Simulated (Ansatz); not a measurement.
**Dielectric response of HfO2 (111) films**

Wanted: ε of fluorite HfO2 (111) by finite fields on slabs, and the band edges against the vacuum where run.

Program: Ansatz 0.2.0. Level of theory: plane-wave DFT, PBEsol, Ansatz PAW. Results are calculated unless marked as measured.

### 1. Set-up

The cell holds 6 atoms: 4 O and 2 Hf. Cell: a = 3.592 Å, b = 3.592 Å, c = 22.399 Å, α = 90.0°, β = 90.0°, γ = 120.0°. It derives from HfO2 (fluorite HfO2). Vacuum lies along c.

### 2. Relaxing the slab, 6 atoms, units 2

The structure is relaxed first, because levels and dipoles at a surface follow the positions of the outer atoms.

input.yaml

```yaml
crystal:
  lattice:
    - [3.59210245, 0.0, 0.0]
    - [-1.79605122, 3.11085197, 0.0]
    - [0.0, 0.0, 22.3994090512]
  atoms:
    - { symbol: O, position: [0.66666667, 0.33333333, 0.4017963143] }
    - { symbol: Hf, position: [0.33333333, 0.66666667, 0.4345308762] }
    - { symbol: O, position: [0.0, 0.0, 0.4672654381] }
    - { symbol: O, position: [0.33333333, 0.66666667, 0.5327345619] }
    - { symbol: Hf, position: [0.0, 0.0, 0.5654691238] }
    - { symbol: O, position: [0.66666667, 0.33333333, 0.5982036857] }
kpoints:
  mp_grid: { grid: [12, 12, 1] }
hamiltonian:
  xc: pbesol
scf:
  occupations: { method: fixed }
  convergence: { dr2_threshold: 1.0e-09 }
efield:
  axis: 3
  dipole_correction: true
  ramp_position: 0.97
  ramp_width: 0.06
relax:
  f_tol: 0.003
  max_steps: 100
output:
  eigenvalues: true
  write_potential: true
  write_density: true
  volumetric_format: npy
```

The run is started by

```console
$ ansatz run input.yaml --threads 4 --pin off --max-ram 12288MiB --backend cpu --events-out ev --progress --plain --runs-dir out
```

Numbers of over 12 decimals in the logs are rounded to 6 here.

Output:

```text
Engine: ansatz 0.2.0, aarch64-unknown-linux-gnu
Pseudopotentials: kind: paw
Pseudopotential: O, paw, valence charge 6, recommended cutoff 420 eV (normal), O.paw.azcp
Pseudopotential: Hf, paw, valence charge 26, recommended cutoff 420 eV (normal), Hf.paw.azcp
Functional definition: PBEsol
  exchange = pbesol_x
  correlation = pbesol_c
Crystal: 6 atoms, lattice volume = 250.302 Å³
Basis set: ecut = 420 eV, 4803 PW (Γ), exchange–correlation on 50×50×300 points (8 copies of the dense FFT grid, shifted against one another)
Bands: 46, of which v1, the nominal top of the filled ones, is band 38 counted from 1 (37 counted from 0)
Symmetry: 6 space group operations
k-points: 19 of 144 (time reversal used)
Non-local potential: O, projectors of the file, l = 0: 2, l = 1: 2, l = 2: 1
Non-local potential: Hf, projectors of the file, l = 0: 3, l = 1: 2, l = 2: 2, l = 3: 3
PAW form: soft (Blöchl's): semilocal exchange-correlation on the pseudo side does not see the compensation charge
PAW frozen core: O, regenerated for the run's functional, and the local potential with it (the file was generated under x = pbe(κ = 0.804, μ = 0.219515), c = pbe(β = 0.066725))
PAW frozen core: Hf, regenerated for the run's functional, and the local potential with it (the file was generated under x = pbe(κ = 0.804, μ = 0.219515), c = pbe(β = 0.066725))
PAW one-centre angular grid: O, 110 points (default); XC on 64 Gauss nodes
PAW one-centre angular grid: Hf, 590 points (default); XC on 64 Gauss nodes
Initial density: superposition of atomic densities (neutral atoms: chi_scale 0, normalization atom), corrected by the library's trained network
Initial wavefunctions: pseudopotential atomic-orbital guess
Functional: x = pbesol(κ = 0.804, μ = 0.123457), c = pbesol(β = 0.046)
SCF iter   1: F=—  HF=-33448.546618 eV  |F-HF|=—  |Δ(HF+E_count)|=         —  Δρ=8.10e-3  dr2=1.38e-1  ethr=1.77e-3  p=0.000 e·Å  D=5.93e-14 V/Å  ΔV_dip=-0.00 eV  dr2_dipole=2.49e-8  V_vac-E_F(+/−)=6.26/6.26 eV  ⟨swp⟩=4.2  Hψ=3096  notcnv=0  defer=88
efield: sawtooth ramp at fractional position 0.9700 (set: `efield.ramp_position`, or a place that a band, a saddle search or an elastic batch's reference lends), width 0.0600; the density the first Hamiltonian is built on has a dipole p = 0.000 e·Å; the dipole correction subtracts the counter field D = 5.93e-14 V/Å, which shifts the + side's vacuum level by -0.00 eV against the − side's; the planar-averaged density in the ramp window peaks in size at 1.1e-5 e/Å³
preconditioner: auto → Resta (q_TF=auto, 2.237 Å⁻¹)  ε∞=2.3  [insulator: Δε(μ)=4.111 eV  Ē_g=17.248 eV  n_scr=56 (ndim 8)  ℏωp=19.9 eV  f_vac=0.693  ε∞_Penn≈2.3  vacuum switching on, ρ_ref=2.2e-2 e/Å³]
SCF iter   2: F=—  HF=-33448.523797 eV  |F-HF|=—  |Δ(HF+E_count)|=   2.28e-2  Δρ=3.45e-3  dr2=2.28e-2  ethr=1.82e-4  p=0.000 e·Å  D=4.45e-5 V/Å  ΔV_dip=-0.00 eV  dr2_dipole=3.11e-8  V_vac-E_F(+/−)=6.58/6.58 eV  ⟨swp⟩=2.4  Hψ=1643  notcnv=0  defer=114
density mixer auto → msr1: gapped (density of states about μ 0.00 of a free-electron gas's, 56 screened modes)
SCF iter   3: F=—  HF=-33448.518918 eV  |F-HF|=—  |Δ(HF+E_count)|=   4.88e-3  Δρ=8.09e-4  dr2=1.03e-3  ethr=2.99e-5  p=0.000 e·Å  D=1.29e-5 V/Å  ΔV_dip=-0.00 eV  dr2_dipole=1.02e-9  V_vac-E_F(+/−)=6.50/6.50 eV  ⟨swp⟩=2.3  Hψ=1458  notcnv=0  defer=114
SCF iter   4: F=—  HF=-33448.519367 eV  |F-HF|=—  |Δ(HF+E_count)|=   4.49e-4  Δρ=3.47e-4  dr2=2.41e-4  ethr=1.35e-6  p=-0.000 e·Å  D=-3.21e-6 V/Å  ΔV_dip=0.00 eV  dr2_dipole=4.70e-11  V_vac-E_F(+/−)=6.51/6.51 eV  ⟨swp⟩=3.1  Hψ=1596  notcnv=0  defer=114
SCF iter   5: F=—  HF=-33448.519351 eV  |F-HF|=—  |Δ(HF+E_count)|=   1.66e-5  Δρ=1.19e-4  dr2=2.33e-5  ethr=3.18e-7  p=-0.000 e·Å  D=-3.07e-6 V/Å  ΔV_dip=0.00 eV  dr2_dipole=9.20e-11  V_vac-E_F(+/−)=6.51/6.51 eV  ⟨swp⟩=2.0  Hψ=1520  notcnv=0  defer=88
SCF iter   6: F=—  HF=-33448.519359 eV  |F-HF|=—  |Δ(HF+E_count)|=   8.31e-6  Δρ=5.26e-5  dr2=5.15e-6  ethr=3.06e-8  p=-0.000 e·Å  D=-2.20e-7 V/Å  ΔV_dip=0.00 eV  dr2_dipole=2.10e-12  V_vac-E_F(+/−)=6.51/6.51 eV  ⟨swp⟩=2.8  Hψ=1435  notcnv=0  defer=69
SCF iter   7: F=—  HF=-33448.519402 eV  |F-HF|=—  |Δ(HF+E_count)|=   4.30e-5  Δρ=1.74e-5  dr2=6.70e-7  ethr=6.77e-9  p=-0.000 e·Å  D=-1.74e-10 V/Å  ΔV_dip=0.00 eV  dr2_dipole=7.75e-14  V_vac-E_F(+/−)=6.51/6.51 eV  ⟨swp⟩=2.2  Hψ=1405  notcnv=0  defer=59
SCF iter   8: F=—  HF=-33448.519402 eV  |F-HF|=—  |Δ(HF+E_count)|=   1.97e-7  Δρ=2.95e-6  dr2=2.05e-8  ethr=8.82e-10  p=-0.000 e·Å  D=-5.62e-8 V/Å  ΔV_dip=0.00 eV  dr2_dipole=3.17e-15  V_vac-E_F(+/−)=6.51/6.51 eV  ⟨swp⟩=2.0  Hψ=1406  notcnv=0  defer=59
SCF iter   9: F=—  HF=-33448.519402 eV  |F-HF|=—  |Δ(HF+E_count)|=   3.06e-8  Δρ=1.20e-6  dr2=2.29e-9  ethr=2.69e-11  p=0.000 e·Å  D=1.53e-8 V/Å  ΔV_dip=-0.00 eV  dr2_dipole=6.00e-14  V_vac-E_F(+/−)=6.51/6.51 eV  ⟨swp⟩=3.0  Hψ=1617  notcnv=0  defer=59
SCF iter  10: F=-33448.519402 eV  HF=-33448.519402 eV  |F-HF|=0.00e0  |Δ(HF+E_count)|=   2.07e-9  Δρ=3.66e-7  dr2=3.01e-10  ethr=1.32e-12  p=0.000 e·Å  D=1.46e-7 V/Å  ΔV_dip=-0.00 eV  dr2_dipole=1.57e-12  V_vac-E_F(+/−)=6.51/6.51 eV  ⟨swp⟩=20.2  Hψ=6772  notcnv=0
SCF 1 converged in 10 iterations: F = -33448.519402 eV  dr2 = 3.01e-10
  greatest PAW one-centre occupation: 0.999 electrons in one spin orbital (limit 2), on the Hf atom at site 1 (counted from 0), in its partial waves of l = 3
relax step   1: F+E_penalty+E_count = -33448.51940207 eV  Δ(F+E_penalty+E_count) = +0.000e0 eV  max|allowed force component| = 1.363e0 eV/Å  Δτ_max = 0.0000 Å  (10 SCF iters, accepted)
Initial density: handed on by an earlier stage of this run
Initial wavefunctions: those handed on with the density
iter 1 solved again at ethr=7.72e-5 eV; its pass at ethr=3.10e-3 eV (dr2=5.87e-2 eV) is discarded
SCF iter   1: F=—  HF=-33448.650427 eV  |F-HF|=—  |Δ(HF+E_count)|=         —  Δρ=4.30e-3  dr2=5.91e-2  ethr=7.72e-5  p=0.000 e·Å  D=1.46e-7 V/Å  ΔV_dip=-0.00 eV  dr2_dipole=6.35e-12  V_vac-E_F(+/−)=6.59/6.59 eV  ⟨swp⟩=2.1  Hψ=2942  notcnv=0  defer=110
efield: sawtooth ramp at fractional position 0.9700 (set: `efield.ramp_position`, or a place that a band, a saddle search or an elastic batch's reference lends), width 0.0600; the density the first Hamiltonian is built on has a dipole p = 0.000 e·Å; the dipole correction subtracts the counter field D = 1.46e-7 V/Å, which shifts the + side's vacuum level by -0.00 eV against the − side's; the planar-averaged density in the ramp window peaks in size at 2.5e-6 e/Å³
[...]
SCF iter   7: F=—  HF=-33448.660275 eV  |F-HF|=—  |Δ(HF+E_count)|=   4.83e-5  Δρ=5.71e-6  dr2=3.78e-8  ethr=2.36e-9  p=0.000 e·Å  D=2.02e-8 V/Å  ΔV_dip=-0.00 eV  dr2_dipole=1.18e-12  V_vac-E_F(+/−)=6.80/6.80 eV  ⟨swp⟩=2.3  Hψ=1605  notcnv=0  defer=78  κ⁻¹=2.7e-6(r=6)
SCF iter   8: F=—  HF=-33448.660275 eV  |F-HF|=—  |Δ(HF+E_count)|=   2.38e-8  Δρ=3.03e-6  dr2=1.19e-8  ethr=4.98e-11  p=-0.000 e·Å  D=-3.31e-7 V/Å  ΔV_dip=0.00 eV  dr2_dipole=1.22e-12  V_vac-E_F(+/−)=6.80/6.80 eV  ⟨swp⟩=3.1  Hψ=1863  notcnv=0  defer=78  κ⁻¹=2.3e-7(r=7)
SCF iter   9: F=-33448.660275 eV  HF=-33448.660275 eV  |F-HF|=3.78e-10  |Δ(HF+E_count)|=   5.21e-9  Δρ=6.49e-7  dr2=8.52e-10  ethr=1.32e-12  p=0.000 e·Å  D=9.52e-9 V/Å  ΔV_dip=-0.00 eV  dr2_dipole=1.16e-12  V_vac-E_F(+/−)=6.80/6.80 eV  ⟨swp⟩=16.7  Hψ=7473  notcnv=0
SCF 3 converged in 9 iterations: F = -33448.660275 eV  dr2 = 8.52e-10
relax step   3: F+E_penalty+E_count = -33448.66027489 eV  Δ(F+E_penalty+E_count) = -2.715e-2 eV  max|allowed force component| = 6.925e-2 eV/Å  Δτ_max = 0.0426 Å  (9 SCF iters, accepted)
SCF iter   1: F=—  HF=-33448.661023 eV  |F-HF|=—  |Δ(HF+E_count)|=         —  Δρ=3.45e-4  dr2=9.73e-4  ethr=9.07e-6  p=0.000 e·Å  D=9.52e-9 V/Å  ΔV_dip=-0.00 eV  dr2_dipole=6.43e-13  V_vac-E_F(+/−)=6.80/6.80 eV  ⟨swp⟩=2.0  Hψ=1428  notcnv=0  defer=113
efield: sawtooth ramp at fractional position 0.9700 (set: `efield.ramp_position`, or a place that a band, a saddle search or an elastic batch's reference lends), width 0.0600; the density the first Hamiltonian is built on has a dipole p = 0.000 e·Å; the dipole correction subtracts the counter field D = 9.52e-9 V/Å, which shifts the + side's vacuum level by -0.00 eV against the − side's; the planar-averaged density in the ramp window peaks in size at 1.7e-6 e/Å³
preconditioner: auto → Resta (q_TF=auto, 2.237 Å⁻¹)  ε∞=2.3  [insulator: Δε(μ)=4.404 eV  Ē_g=17.491 eV  n_scr=56 (ndim 8)  ℏωp=19.9 eV  f_vac=0.698  ε∞_Penn≈2.3  vacuum switching on, ρ_ref=2.2e-2 e/Å³]
SCF iter   2: F=—  HF=-33448.660762 eV  |F-HF|=—  |Δ(HF+E_count)|=   2.61e-4  Δρ=2.28e-4  dr2=1.16e-4  ethr=1.28e-6  p=-0.000 e·Å  D=-3.27e-7 V/Å  ΔV_dip=0.00 eV  dr2_dipole=1.15e-12  V_vac-E_F(+/−)=6.77/6.77 eV  ⟨swp⟩=2.0  Hψ=1293  notcnv=0  defer=113  κ⁻¹=1.0e0(r=1)
density mixer auto → broyden: gapped, where msr1 would fit the directions that read negative (density of states about μ 0.00 of a free-electron gas's, 56 screened modes)
SCF iter   3: F=—  HF=-33448.660729 eV  |F-HF|=—  |Δ(HF+E_count)|=   3.35e-5  Δρ=1.14e-4  dr2=4.07e-5  ethr=1.52e-7  p=-0.000 e·Å  D=-5.73e-8 V/Å  ΔV_dip=0.00 eV  dr2_dipole=4.24e-13  V_vac-E_F(+/−)=6.77/6.77 eV  ⟨swp⟩=2.0  Hψ=1406  notcnv=0  defer=61  κ⁻¹=1.4e-1(r=2)
SCF iter   4: F=—  HF=-33448.660721 eV  |F-HF|=—  |Δ(HF+E_count)|=   8.30e-6  Δρ=2.96e-5  dr2=1.51e-6  ethr=5.35e-8  p=-0.000 e·Å  D=-1.68e-7 V/Å  ΔV_dip=0.00 eV  dr2_dipole=4.00e-14  V_vac-E_F(+/−)=6.76/6.76 eV  ⟨swp⟩=2.0  Hψ=1053  notcnv=0  defer=40  κ⁻¹=5.6e-3(r=3)
SCF iter   5: F=—  HF=-33448.660766 eV  |F-HF|=—  |Δ(HF+E_count)|=   4.55e-5  Δρ=1.24e-5  dr2=1.67e-7  ethr=1.99e-9  p=-0.000 e·Å  D=-1.14e-7 V/Å  ΔV_dip=0.00 eV  dr2_dipole=5.03e-14  V_vac-E_F(+/−)=6.76/6.76 eV  ⟨swp⟩=2.2  Hψ=1522  notcnv=0  defer=38  κ⁻¹=7.1e-4(r=4)
SCF iter   6: F=—  HF=-33448.660766 eV  |F-HF|=—  |Δ(HF+E_count)|=   7.25e-8  Δρ=5.52e-6  dr2=3.46e-8  ethr=2.20e-10  p=-0.000 e·Å  D=-1.65e-7 V/Å  ΔV_dip=0.00 eV  dr2_dipole=3.64e-14  V_vac-E_F(+/−)=6.76/6.76 eV  ⟨swp⟩=2.0  Hψ=1548  notcnv=0  defer=38  κ⁻¹=4.2e-5(r=5)
SCF iter   7: F=—  HF=-33448.660766 eV  |F-HF|=—  |Δ(HF+E_count)|=   2.49e-8  Δρ=8.34e-7  dr2=1.17e-9  ethr=4.55e-11  p=-0.000 e·Å  D=-8.94e-8 V/Å  ΔV_dip=0.00 eV  dr2_dipole=4.45e-14  V_vac-E_F(+/−)=6.76/6.76 eV  ⟨swp⟩=2.1  Hψ=1494  notcnv=0  defer=38  κ⁻¹=2.6e-6(r=6)
SCF iter   8: F=-33448.660766 eV  HF=-33448.660766 eV  |F-HF|=4.00e-10  |Δ(HF+E_count)|=  7.06e-10  Δρ=4.56e-7  dr2=3.11e-10  ethr=1.32e-12  p=-0.000 e·Å  D=-1.52e-7 V/Å  ΔV_dip=0.00 eV  dr2_dipole=2.91e-14  V_vac-E_F(+/−)=6.76/6.76 eV  ⟨swp⟩=14.9  Hψ=6481  notcnv=0
SCF 4 converged in 8 iterations: F = -33448.660766 eV  dr2 = 3.11e-10
  greatest PAW one-centre occupation: 0.999 electrons in one spin orbital (limit 2), on the Hf atom at site 4 (counted from 0), in its partial waves of l = 3
relax step   4: F+E_penalty+E_count = -33448.66076617 eV  Δ(F+E_penalty+E_count) = -4.913e-4 eV  max|allowed force component| = 2.571e-3 eV/Å  Δτ_max = 0.0051 Å  (8 SCF iters, accepted)
WARN: The output density's exchange-correlation potential varies sharply where the density is thin. Do not read a vacuum level from v_tot or v_xc, or from such a field of the output density. On a cell that repeats whose density bears no net charge and no dipole along the vacuum's axis use v_es (v_loc + v_h of the components); under efield.dipole_correction with no amplitude use v_es + v_field, which holds any externa [...]
SCF converged after 8 iterations
Stability not checked: this state was not tested for a lower state beside it, because the mixer in use, unlike msr1, does not test its closes by its own steps (another_mixer; see scf.mixing.algorithm and scf.lower_state_search)
Free energy (F): -33448.660766 eV
Harris-Foulkes:  -33448.660766 eV  (|F-HF|=4.00e-10)
Internal energy: -33448.660766 eV  (E = F + TS)
E sigma→0 (E₀):  -33448.660766 eV
Fermi energy:    -0.951899 eV
Dipole field:    D = 0.000000 V/Å  (p = 0.000000 e·Å, saw-weighted, corrected)
Work function:   Φ+ = 6.7604 eV   Φ− = 6.7604 eV
Levels:          The Fermi level and band energies are counted from a zero that moves with the ramp; work functions are not
--- Per-component energies (eV) ---
  E_band       = -1149.505846
  E_kinetic    = 1532.969247
  E_local      = -113939.317961  (includes V_loc(G=0)·N_el)
  E_nonlocal   = -2282.816799
  E_hartree    = 55867.619401
  E_xc         = -883.500970
  E_vxc        = -901.664769  (∫ρ·V_xc dr)
  E_paw        = -14220.207350  (= ΣΔE_a)
  E_vpaw       = 2706.076567  (= ΣTr[D̂ρ^β])
  E_aug_tail   = 0.009844  (compensation charges beyond the density's cutoff)
  E_efield     = 0.000000  (sawtooth field / dipole correction)
  E_vefield    = 0.000000  (∫n·V_field dr)
  E_ewald      = 40473.940486
  E_core_change = 2.643335  (= ΣΔE_core)
  E_smearing   = -0.000000  (= −TS)
  E_closure    = 0.000000  (closes the sum)
  Σ components = -33448.660766   (vs F -33448.660766, Δ=0.00e0)
--- Forces (eV/Å), atoms counted from 1 ---
  atom   1  O     -0.00000000     0.00000000     0.00039469
  atom   2  Hf    -0.00000000    -0.00000000     0.00257079
  atom   3  O     -0.00000000    -0.00000000    -0.00005512
  atom   4  O      0.00000000     0.00000000     0.00004945
  atom   5  Hf     0.00000000     0.00000000    -0.00256346
  atom   6  O      0.00000000     0.00000000    -0.00039650
  max |Σ_I F_I| component: 1.51e-7 eV/Å
--- Band table (eV; the first three rows and the last of 19) ---
  k-point 0: bands = [... 34 lower, -1.8093, -1.8093, -1.3396, -1.3396, 3.4556, 3.4556, 3.8994, 3.9555, ... 4 higher]
  k-point 1: bands = [... 34 lower, -1.9467, -1.7219, -1.3602, -1.3094, 3.4648, 3.5070, 3.8970, 4.0564, ... 4 higher]
  k-point 2: bands = [... 34 lower, -2.0118, -1.5345, -1.3823, -1.3356, 3.5442, 3.6750, 3.9069, 4.2762, ... 4 higher]
  k-point 18: bands = [... 34 lower, -1.7800, -1.6254, -1.6254, -1.2536, 4.0441, 4.1181, 4.1181, 4.7472, ... 4 higher]
--- Relaxed structure (4 steps of the walk, 4 accepted, 0 SCFs on fresh bases) ---
  F+E_penalty+E_count = -33448.66076617 eV   max|allowed force component| = 2.571e-3 eV/Å
  atoms:
    - { symbol: O, position: [0.666667, 0.333333, 0.403709] }
    - { symbol: Hf, position: [0.333333, 0.666667, 0.437638] }
    - { symbol: O, position: [-6.270511527116935e-19, 0, 0.469983] }
    - { symbol: O, position: [0.333333, 0.666667, 0.530017] }
    - { symbol: Hf, position: [7.169775721558142e-19, 0, 0.562362] }
    - { symbol: O, position: [0.666667, 0.333333, 0.596291] }
```

Wall time 27 s (4 threads of Arm Neoverse V1, shared host); peak memory 0.66 GiB.

Relaxation path:

| step | energy less that of the first step (eV) | largest force component (eV/Å) |
| --- | --- | --- |
| 1 | 0.0000 | 1.3627 |
| 2 | -0.1137 | 0.4321 |
| 3 | -0.1409 | 0.0693 |
| 4 | -0.1414 | 0.0026 |

Forces are held to the 6 operations that the run works with; a distortion that breaks them can't arise in this run.

The atoms that moved most (Å):

| atom | dx | dy | dz | length |
| --- | --- | --- | --- | --- |
| Hf5 | 0.000 | 0.000 | -0.070 | 0.070 |
| Hf2 | 0.000 | 0.000 | 0.070 | 0.070 |
| O3 | 0.000 | 0.000 | 0.061 | 0.061 |
| O4 | 0.000 | 0.000 | -0.061 | 0.061 |
| O1 | 0.000 | 0.000 | 0.043 | 0.043 |
| O6 | 0.000 | 0.000 | -0.043 | 0.043 |

Final coordinates:

```xyz
6
Lattice="3.5921 0.0000 0.0000 -1.7961 3.1109 0.0000 0.0000 0.0000 22.3994" Properties=species:S:1:pos:R:3
O     1.7961    1.0370    9.0428
Hf    0.0000    2.0739    9.8028
O     0.0000    0.0000   10.5273
O     0.0000    2.0739   11.8721
Hf    0.0000    0.0000   12.5966
O     1.7961    1.0370   13.3566
```

This step gave:

| Item | Value |
| --- | --- |
| gap on the k-mesh | 4.408 eV |
| dipole along the normal | 7.40e-8 e·Å |
| ionisation energy, upper face | 6.760 eV |
| electron affinity, upper face | 2.353 eV |

Running mean over 2.933 Å of the planar mean; the ramp of the sawtooth is left out. Electron's electrostatic potential energy less the highest filled level against z:

| z (Å) | electron's electrostatic potential energy less the highest filled level (eV) |
| --- | --- |
| 3.0 | 6.76 |
| 3.5 | 6.76 |
| 4.0 | 6.76 |
| 4.5 | 6.76 |
| 5.0 | 6.76 |
| 5.5 | 6.76 |
| 6.0 | 6.74 |
| 6.5 | 6.69 |
| 7.0 | 6.39 |
| 7.5 | 5.00 |
| 8.0 | 2.37 |
| 8.5 | -0.378 |
| 9.0 | -3.22 |
| 9.5 | -5.08 |
| 10.0 | -5.72 |
| 10.5 | -6.16 |
| 11.0 | -6.31 |
| 11.5 | -6.32 |
| 12.0 | -6.08 |
| 12.5 | -5.63 |
| 13.0 | -4.84 |
| 13.5 | -2.67 |
| 14.0 | 0.172 |
| 14.5 | 2.94 |
| 15.0 | 5.39 |
| 15.5 | 6.50 |
| 16.0 | 6.71 |
| 16.5 | 6.75 |
| 17.0 | 6.76 |
| 17.5 | 6.76 |
| 18.0 | 6.76 |
| 18.5 | 6.76 |
| 19.0 | 6.76 |

The relaxation took 4 steps and lowered the energy by 0.14 eV; the largest force on the free atoms ends at 0.0026 eV/Å.

The gap is 4.41 eV, with the valence edge 6.76 eV and the conduction edge 2.35 eV under the upper vacuum level.

### 3. Single point, 6 atoms, units 2, field 0.1 V/Å

A sawtooth potential applies the field, turning back in the middle of the vacuum. With the dipole correction the typed value is the field outside the slab. The induced dipole is small, so the SCF threshold is tight.

input.yaml

```yaml
crystal:
  lattice:
    - [3.5921024473, -2.9e-09, 0.0]
    - [-1.7960512211, 3.1108519738, 0.0]
    - [0.0, 0.0, 22.3994090512]
  atoms:
    - { symbol: O, position: [0.6666666667, 0.3333333333, 0.4037091595] }
    - { symbol: Hf, position: [0.3333333333, 0.6666666667, 0.4376377811] }
    - { symbol: O, position: [0.0, 0.0, 0.4699826665] }
    - { symbol: O, position: [0.3333333333, 0.6666666667, 0.5300173373] }
    - { symbol: Hf, position: [0.0, 0.0, 0.5623622133] }
    - { symbol: O, position: [0.6666666667, 0.3333333333, 0.5962908423] }
kpoints:
  mp_grid: { grid: [12, 12, 1] }
hamiltonian:
  xc: pbesol
scf:
  occupations: { method: fixed }
  convergence: { dr2_threshold: 1.0e-10 }
efield:
  axis: 3
  dipole_correction: true
  ramp_position: 0.9396
  ramp_width: 0.1208
  amplitude: 0.1
output:
  write_potential: true
  write_density: true
  volumetric_format: npy
```

Output:

```text
[...]
Crystal: 6 atoms, lattice volume = 250.302 Å³
Basis set: ecut = 420 eV, 4803 PW (Γ)
Bands: 46, of which v1, the nominal top of the filled ones, is band 38 counted from 1 (37 counted from 0)
Symmetry: 6 space group operations
k-points: 19 of 144 (time reversal used)
[...]
SCF iter   1: F=—  HF=-33456.916519 eV  |F-HF|=—  |Δ(HF+E_count)|=         —  Δρ=9.96e-2  dr2=2.87e1  ethr=3.10e-3  p=0.039 e·Å  D=2.84e-2 V/Å  ΔV_dip=-0.64 eV  dr2_dipole=4.09e-4  V_vac-E_F(+/−)=12.30/11.04 eV  ⟨swp⟩=4.1  Hψ=2987  notcnv=0  defer=75
[...]
SCF iter  16: F=-33448.662528 eV  HF=-33448.662528 eV  |F-HF|=2.91e-11  |Δ(HF+E_count)|=  7.28e-12  Δρ=5.73e-8  dr2=5.88e-12  ethr=1.00e-12  p=0.032 e·Å  D=2.29e-2 V/Å  ΔV_dip=-0.51 eV  dr2_dipole=2.62e-16  V_vac-E_F(+/−)=7.41/6.03 eV  ⟨swp⟩=3.0  Hψ=1836  notcnv=0
SCF 1 converged in 16 iterations: F = -33448.662528 eV  dr2 = 5.88e-12
[...]
SCF converged after 16 iterations
[...]
Free energy (F): -33448.662528 eV
[...]
Internal energy: -33448.662528 eV  (E = F + TS)
E sigma→0 (E₀):  -33448.662528 eV
Fermi energy:    -0.950549 eV
Dipole field:    D = 0.022935 V/Å  (p = 0.031725 e·Å, saw-weighted, corrected)
Work function:   not extracted (applied field tilts the vacuum); planar V_es + V_field profile in the machine report
[...]
--- Band table (eV; the first three rows and the last of 19) ---
  k-point 0: bands = [... 34 lower, -1.8111, -1.8111, -1.3385, -1.3385, 3.4544, 3.4544, 3.8817, 3.9560, ... 4 higher]
  k-point 1: bands = [... 34 lower, -1.9480, -1.7218, -1.3592, -1.3087, 3.4634, 3.5059, 3.8913, 4.0568, ... 4 higher]
  k-point 2: bands = [... 34 lower, -2.0135, -1.5342, -1.3807, -1.3352, 3.5425, 3.6739, 3.9052, 4.2766, ... 4 higher]
  k-point 18: bands = [... 34 lower, -1.7816, -1.6530, -1.5985, -1.2522, 4.0431, 4.1013, 4.1332, 4.7474, ... 4 higher]
```

The job ended after 10 s (4 threads; peak memory 0.64 GiB; 39 s of CPU time).

In the SCF lines HF is the Harris–Foulkes energy and dr2 the Hartree energy of the density residual, in eV; the loop may stop once dr2 is under the threshold and the program's other checks hold. Hψ counts applications of the Hamiltonian.

This step gave:

| Item | Value |
| --- | --- |
| gap on the k-mesh | 4.405 eV |
| dipole along the normal | 0.03172 e·Å |

The dipole is 0.0317 e·Å, and the gap on the mesh 4.405 eV.

(Continued in part 2 of 4.)

[Logs are printed without paths, hosts, clocks, repeated set-up lines and the standing remarks that a program may print on its own settings, such as how far it seeks lower states.]

[Hosts, paths, dates, database ids (printed as entryN), source tags and the programs' standing remarks are cut or masked in the printed files.]

[Maps of the electrostatic potential energy from Ansatz leave out the sawtooth potential of an applied field or a dipole correction, so their vacuum need not be flat; planar profiles and work functions include it.]
